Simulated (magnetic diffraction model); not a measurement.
## Which magnetic order? Y2Mg6Mn6InSn11

Space group P-6m2 (no. 187), a = 5.6530 Å, c = 18.7960 Å.

| site | atom | x | y | z |
| --- | --- | --- | --- | --- |
| 1e | Sn | 2/3 | 1/3 | 0 |
| 1f | Sn | 2/3 | 1/3 | 1/2 |
| 1a | Sn | 0 | 0 | 0 |
| 2h | Sn | 1/3 | 2/3 | 0.9173 |
| 2h | Sn | 1/3 | 2/3 | 0.4181 |
| 2i | Sn | 2/3 | 1/3 | 0.2486 |
| 2g | Sn | 0 | 0 | 0.7515 |
| 1b | In | 0 | 0 | 1/2 |
| 2h | Y | 1/3 | 2/3 | 0.2539 |
| 6n | Mn | 0.8341 | 0.6682 | 0.3730 |
| 6n | Mg | 0.8224 | 0.6447 | 0.8731 |

The compound is invented for this exercise: a known structure type with other elements, its cell scaled to their sizes and not relaxed.

Only Mn is taken to order (form factors of Mn2+); orders and moment sizes are assumed, and not adapted to the symmetry. Radiation: neutrons of λ = 1.594 Å, 3° to 40°; isotropic B of 0.12 Å² (Sn), 0.12 Å² (In), 0.14 Å² (Y), 0.12 Å² (Mn) and 0.14 Å² (Mg). Simulated constant-wavelength pattern: nuclear and magnetic terms add, the magnetic one as |2.695 fm × Σ f S⊥ exp(2πi Q·r) exp(−B s²)|², summed over all Q at one angle with the factor 1/(sin²θ cos θ). For collinear order S is the moment m, which repeats by lattice and centring translations R with the sign exp(−2πi k·R). Free-ion form factors, Sears's scattering lengths of 1992, no absorption; a label names one of the reflections at its angle. The strongest nuclear line in the range is 100, and lines under 0.2 are left out.

Above the ordering temperature:

| 2θ (°) | index | I |
| --- | --- | --- |
| 4.86 | (0 0 1) | 100.0 |
| 9.73 | (0 0 2) | 0.4 |
| 14.62 | (0 0 3) | 9.8 |
| 18.74 | (1 0 0) | 2.5 |
| 19.37 | (1 0 1) | 4.9 |
| 19.53 | (0 0 4) | 6.7 |
| 23.85 | (1 0 3) | 3.2 |
| 24.48 | (0 0 5) | 3.1 |
| 27.20 | (1 0 4) | 3.6 |
| 29.48 | (0 0 6) | 3.1 |
| 31.01 | (1 0 5) | 0.8 |
| 32.76 | (1 1 0) | 31.6 |
| 33.13 | (1 1 1) | 0.9 |
| 34.53 | (0 0 7) | 2.7 |
| 35.16 | (1 0 6) | 11.8 |
| 36.04 | (1 1 3) | 1.7 |
| 38.00 | (2 0 0) | 2.2 |
| 38.34 | (2 0 1) | 8.5 |
| 38.42 | (1 1 4) | 18.9 |
| 39.58 | (1 0 7) | 0.8 |
| 39.66 | (0 0 8) | 3.5 |

Below it (cell unchanged):

```csv
2θ (°),I
4.86,100.0
9.73,0.4
14.62,9.8
18.74,5.5
19.37,7.4
19.53,6.7
23.85,4.2
24.48,3.1
27.20,4.6
29.48,3.1
31.01,1.1
32.76,32.2
33.13,1.5
34.53,2.7
35.16,11.8
36.04,2.1
38.00,5.8
38.34,11.8
38.42,19.4
39.58,0.9
39.66,3.5
```

**Question.** Find the propagation vector, then choose among these models:
A. collinear moments along [001], 3.14 μB on Mn; signs + at (0.8341, 0.6682, 0.3730), + at (0.8341, 0.1659, 0.3730), + at (0.3318, 0.1659, 0.3730), + at (0.8341, 0.6682, 0.6270), + at (0.8341, 0.1659, 0.6270), + at (0.3318, 0.1659, 0.6270)
B. collinear moments along [101], 3.14 μB on Mn; signs + at (0.8341, 0.6682, 0.3730), + at (0.8341, 0.1659, 0.3730), + at (0.3318, 0.1659, 0.3730), + at (0.8341, 0.6682, 0.6270), + at (0.8341, 0.1659, 0.6270), + at (0.3318, 0.1659, 0.6270)
C. collinear moments along [101], 3.14 μB on Mn; signs + at (0.8341, 0.6682, 0.3730), + at (0.8341, 0.1659, 0.3730), − at (0.3318, 0.1659, 0.3730), + at (0.8341, 0.6682, 0.6270), + at (0.8341, 0.1659, 0.6270), − at (0.3318, 0.1659, 0.6270)
D. collinear moments along [001], 3.14 μB on Mn; signs + at (0.8341, 0.6682, 0.3730), + at (0.8341, 0.1659, 0.3730), − at (0.3318, 0.1659, 0.3730), + at (0.8341, 0.6682, 0.6270), + at (0.8341, 0.1659, 0.6270), − at (0.3318, 0.1659, 0.6270)

No line moves, and magnetic intensity falls on nuclear lines such as the one at 38.00°, so the magnetic cell equals the chemical primitive cell: k = 0.

Magnetic intensity, observed (below minus above) and for each model:

| 2θ (°) | index | observed | A | B | C | D |
| --- | --- | --- | --- | --- | --- | --- |
| 4.86 | (0 0 1) | <0.2 | <0.2 | 6.4 | 0.7 | <0.2 |
| 18.74 | (1 0 0) | 2.9 | 2.9 | 2.8 | 10.1 | 10.7 |
| 19.37 | (1 0 1) | 2.5 | 2.5 | 2.4 | 8.5 | 9.0 |
| 23.85 | (1 0 3) | 1.1 | 1.1 | 1.1 | 3.9 | 3.9 |
| 27.20 | (1 0 4) | 1.1 | 1.1 | 1.1 | 4.0 | 3.9 |
| 32.76 | (1 1 0) | 0.6 | 0.6 | 0.6 | 2.3 | 2.4 |
| 38.00 | (2 0 0) | 3.6 | 3.6 | 3.4 | 0.4 | 0.4 |
| 38.34 | (2 0 1) | 3.3 | 3.3 | 3.2 | 0.3 | 0.4 |

Model A matches.

The absence at (0 0 1) is telling: Q lies along the moments there, so the part normal to Q vanishes.

The structure used: k = (0 0 0), collinear moments along [001], 3.14 μB on Mn; signs + at (0.8341, 0.6682, 0.3730), + at (0.8341, 0.1659, 0.3730), + at (0.3318, 0.1659, 0.3730), + at (0.8341, 0.6682, 0.6270), + at (0.8341, 0.1659, 0.6270), + at (0.3318, 0.1659, 0.6270).

[Logs are printed without paths, hosts, clocks, repeated set-up lines and the standing remarks that a program may print on its own settings, such as how far it seeks lower states.]
